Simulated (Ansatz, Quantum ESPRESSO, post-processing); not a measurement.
# Work function of relaxed Co(0001) under two functionals, part 3 of 3

Wanted: relaxation and work function of Co(0001).

Quantum ESPRESSO 7.5; plane-wave DFT, PBE, GBRV ultrasoft pseudopotentials; geometry and cross-check by Ansatz 0.2.0 with PAW datasets.

So far. Step 2 (Relaxation with Ansatz of (0001)): The relaxation lowers the energy by 7 meV an atom. Held were the atoms numbered 3 and 4; the forces quoted are those on the free ones.

### Step 5. Ground state of (0001), LDA

The same atoms under a second functional.

Level of this step: plane-wave DFT, LDA, GBRV ultrasoft pseudopotentials (Quantum ESPRESSO 7.5).

File 0001.lda.in:

```
&control
  prefix = '0001.lda'
  outdir = './out'
  pseudo_dir = './pseudo'
  calculation = 'scf'
  tprnfor = .true.
/
&system
  ibrav = 0
  nat = 6
  ntyp = 1
  ecutwfc = 40
  ecutrho = 200
  occupations = 'smearing'
  smearing = 'mv'
  degauss = 0.02
  nspin = 2
  starting_magnetization(1) = 0.28
/
&electrons
  conv_thr = 1e-07
  mixing_beta = 0.4
  electron_maxstep = 120
  mixing_mode = 'local-TF'
/
ATOMIC_SPECIES
  Co  58.9332  co_lda_v1.2.uspp.F.UPF
CELL_PARAMETERS angstrom
  2.51000000000061 0.00000000000000 0.00000000000000
  1.25500000000031 2.17372376349947 0.00000000000000
  0.00000000000000 0.00000000000000 26.17805000000000
ATOMIC_POSITIONS crystal
  Co  0.666666666667 0.666666666667 0.309030535238
  Co  -0.000000000000 0.000000000000 0.383480344179
  Co  0.666666666667 0.666666666667 0.461119907700
  Co  0.000000000000 0.000000000000 0.538880092300
  Co  0.666666666667 0.666666666667 0.616519651331
  Co  0.000000000000 -0.000000000000 0.690969456507
K_POINTS automatic
  12 12 1 0 0 0
```

On the command line:

```
$ OMP_NUM_THREADS=1 mpirun -n 4 pw.x -nk 4 -in 0001.lda.in > 0001.lda.out
```

What it wrote:

```text
[banner, memory and clock lines left out]
Program PWSCF v.7.5 starts
[...]
Message from routine setup:
[...]
number of electrons       =       102.00
     number of Kohn-Sham states=           61
     kinetic-energy cutoff     =      40.0000  Ry
     charge density cutoff     =     200.0000  Ry
[...]
number of k points=    19  Marzari-Vanderbilt smearing, width (Ry)=  0.0200
[...]
Dense  grid:    46195 G-vectors     FFT dimensions: (  24,  24, 225)
[...]
negative rho (up, down):  6.456E-05 3.632E-05
     Starting wfcs are   78 randomized atomic wfcs
[...]
negative rho (up, down):  8.286E-02 2.851E-02
[...]
estimated scf accuracy    <     203.10706996 Ry
     total magnetization       =     9.23 Bohr mag/cell
     absolute magnetization    =    10.38 Bohr mag/cell
[...]
negative rho (up, down):  3.662E-02 1.082E-02
[...]
estimated scf accuracy    <       2.89274393 Ry
     total magnetization       =    12.28 Bohr mag/cell
     absolute magnetization    =    13.04 Bohr mag/cell
[...]
negative rho (up, down):  1.098E-02 2.235E-03
[...]
estimated scf accuracy    <       0.58394637 Ry
     total magnetization       =    10.70 Bohr mag/cell
     absolute magnetization    =    11.71 Bohr mag/cell
[...]
negative rho (up, down):  3.764E-04 2.696E-05
[...]
estimated scf accuracy    <       1.23494033 Ry
     total magnetization       =    10.80 Bohr mag/cell
     absolute magnetization    =    11.77 Bohr mag/cell
[...]
negative rho (up, down):  4.491E-05 1.137E-04
[...]
estimated scf accuracy    <       0.22218946 Ry
     total magnetization       =    10.50 Bohr mag/cell
     absolute magnetization    =    11.42 Bohr mag/cell
[...]
negative rho (up, down):  4.048E-05 1.086E-04
[...]
estimated scf accuracy    <       0.08966443 Ry
     total magnetization       =    10.02 Bohr mag/cell
     absolute magnetization    =    10.89 Bohr mag/cell
[...]
negative rho (up, down):  0.000E+00 9.141E-08
[...]
estimated scf accuracy    <       0.08804848 Ry
     total magnetization       =    10.06 Bohr mag/cell
     absolute magnetization    =    10.91 Bohr mag/cell
[...]
estimated scf accuracy    <       0.06917042 Ry
     total magnetization       =    10.05 Bohr mag/cell
     absolute magnetization    =    10.86 Bohr mag/cell
[...]
estimated scf accuracy    <       0.05588863 Ry
     total magnetization       =    10.12 Bohr mag/cell
     absolute magnetization    =    10.89 Bohr mag/cell
[...]
negative rho (up, down):  9.225E-03 9.212E-03
[...]
estimated scf accuracy    <       0.05398170 Ry
     total magnetization       =    10.12 Bohr mag/cell
     absolute magnetization    =    10.88 Bohr mag/cell
[...]
negative rho (up, down):  7.494E-03 8.042E-03
[...]
estimated scf accuracy    <       0.00774398 Ry
     total magnetization       =    10.07 Bohr mag/cell
     absolute magnetization    =    10.81 Bohr mag/cell
[...]
negative rho (up, down):  5.041E-03 4.189E-03
[...]
estimated scf accuracy    <       0.00316328 Ry
     total magnetization       =    10.03 Bohr mag/cell
     absolute magnetization    =    10.81 Bohr mag/cell
[...]
negative rho (up, down):  2.255E-03 1.492E-03
[...]
estimated scf accuracy    <       0.00150758 Ry
     total magnetization       =    10.11 Bohr mag/cell
     absolute magnetization    =    10.91 Bohr mag/cell
[...]
negative rho (up, down):  1.297E-03 1.027E-03
[...]
estimated scf accuracy    <       0.00037201 Ry
     total magnetization       =    10.10 Bohr mag/cell
     absolute magnetization    =    10.92 Bohr mag/cell
[...]
negative rho (up, down):  6.170E-04 4.173E-04
[...]
estimated scf accuracy    <       0.00018511 Ry
     total magnetization       =    10.07 Bohr mag/cell
     absolute magnetization    =    10.88 Bohr mag/cell
[...]
negative rho (up, down):  4.187E-05 8.418E-05
[...]
estimated scf accuracy    <       0.00006121 Ry
     total magnetization       =    10.07 Bohr mag/cell
     absolute magnetization    =    10.87 Bohr mag/cell
[...]
negative rho (up, down):  7.711E-05 7.003E-05
[...]
estimated scf accuracy    <       0.00000804 Ry
     total magnetization       =    10.06 Bohr mag/cell
     absolute magnetization    =    10.86 Bohr mag/cell
[...]
negative rho (up, down):  5.263E-05 2.496E-05
[...]
estimated scf accuracy    <       0.00000067 Ry
     total magnetization       =    10.06 Bohr mag/cell
     absolute magnetization    =    10.86 Bohr mag/cell
[...]
negative rho (up, down):  3.273E-05 1.872E-05
[...]
estimated scf accuracy    <       0.00000018 Ry
     total magnetization       =    10.06 Bohr mag/cell
     absolute magnetization    =    10.86 Bohr mag/cell
[...]
negative rho (up, down):  3.058E-05 1.150E-05
[...]
the Fermi energy is     5.4422 ev
!    total energy              =   -1789.88940546 Ry
     estimated scf accuracy    <       0.00000003 Ry
     smearing contrib. (-TS)   =       0.00397201 Ry
     internal energy E=F+TS    =   -1789.89337748 Ry
[...]
one-electron contribution =  -17326.15508095 Ry
     hartree contribution      =    8680.48533526 Ry
     xc contribution           =    -193.22133607 Ry
     ewald contribution        =    7048.99770428 Ry
     total magnetization       =    10.06 Bohr mag/cell
     absolute magnetization    =    10.86 Bohr mag/cell
     convergence has been achieved in  20 iterations
     negative rho (up, down):  3.058E-05 1.150E-05
[...]
Total force =     0.041304     Total SCF correction =     0.002021
[...]
```

Wall time 94 s (4 MPI ranks of Arm Neoverse V2, shared host); peak memory 0.61 GiB.

This step gave:

```
free energy            : -24352.6860 eV
Fermi energy           : 5.442 eV
magnetization          : 10.06 μB
absolute magnetization : 10.86 μB
site moments           : 1.774, 1.724, 1.704, 1.704, 1.724, 1.774 μB
```

### Step 6. Potential by pp.x of (0001)

File 0001.lda.pot.in:

```
&inputpp
  prefix = '0001.lda'
  outdir = './out'
  filplot = '0001.lda.pot.dat'
  plot_num = 11
/
```

On the command line:

```
$ OMP_NUM_THREADS=1 mpirun -n 4 pp.x -in 0001.lda.pot.in > 0001.lda.pot.out
```

The job ended after 0.75 s (4 MPI ranks; peak memory 0.1 GiB; 2.7 s of CPU time).

Read from the output:

| Quantity | Value |
| --- | --- |
| work function of the upper face | 5.264 eV |
| slope of the potential above | 2.24e-4 eV/Å |
| upper vacuum line continued to the top atoms, over the Fermi level | 5.263 eV |
| work function of the lower face | 5.264 eV |
| slope of the potential below | -1.46e-4 eV/Å |
| lower vacuum line continued to the bottom atoms, over the Fermi level | 5.263 eV |

On (0001) the work function under LDA lies +0.33 eV from PBE's.

### Step 7. The series side by side

All levels:

```
      level  work function (eV)  Ansatz, PBE (eV)  CPU time (s)
(0001), PBE               4.929             4.909         379.9
(0001), LDA               5.264                 -         376.4
```

### Step 8. The arithmetic

For (0001) under PBE, on the run's own zero: φ = 10.769 − (5.840) = 4.929 eV.

### Step 9. What came out

```json
{
 "work function of (0001), PBE": "4.93 eV",
 "work function of (0001), LDA": "5.26 eV"
}
```

What this shows: Under PBE the work function is 4.93 eV on (0001). LDA lies +0.33 eV from PBE on the same atoms. The top two spacings change by -4.3 and -0.2 % on (0001). Ansatz, with Fermi-Dirac smearing and its own datasets, agrees within 0.02 eV under PBE. The slabs are thin and unreconstructed, at the tabulated lattice constant; thickness and mesh leave some 0.05 to 0.1 eV open.

Computed beside measured:

```
                                                                     quantity  measured      (0001), PBE
work function, loosely compared (polycrystalline sample, no single face) (eV)         5  4.93 (-0.07 eV)
```

Measured values from arxiv:1902.07811 (2019).

How well it matches: The work function, set beside that of the polycrystal, is off by -0.07 eV. A polycrystal averages over faces, so this is a loose comparison.

[Logs are printed without paths, hosts, clocks, repeated set-up lines and the standing remarks that a program may print on its own settings, such as how far it seeks lower states.]

[Hosts, paths, dates, database ids (printed as entryN), source tags and the programs' standing remarks are cut or masked in the printed files.]

[Maps of the electrostatic potential energy from Ansatz leave out the sawtooth potential of an applied field or a dipole correction, so their vacuum need not be flat; planar profiles and work functions include it.]
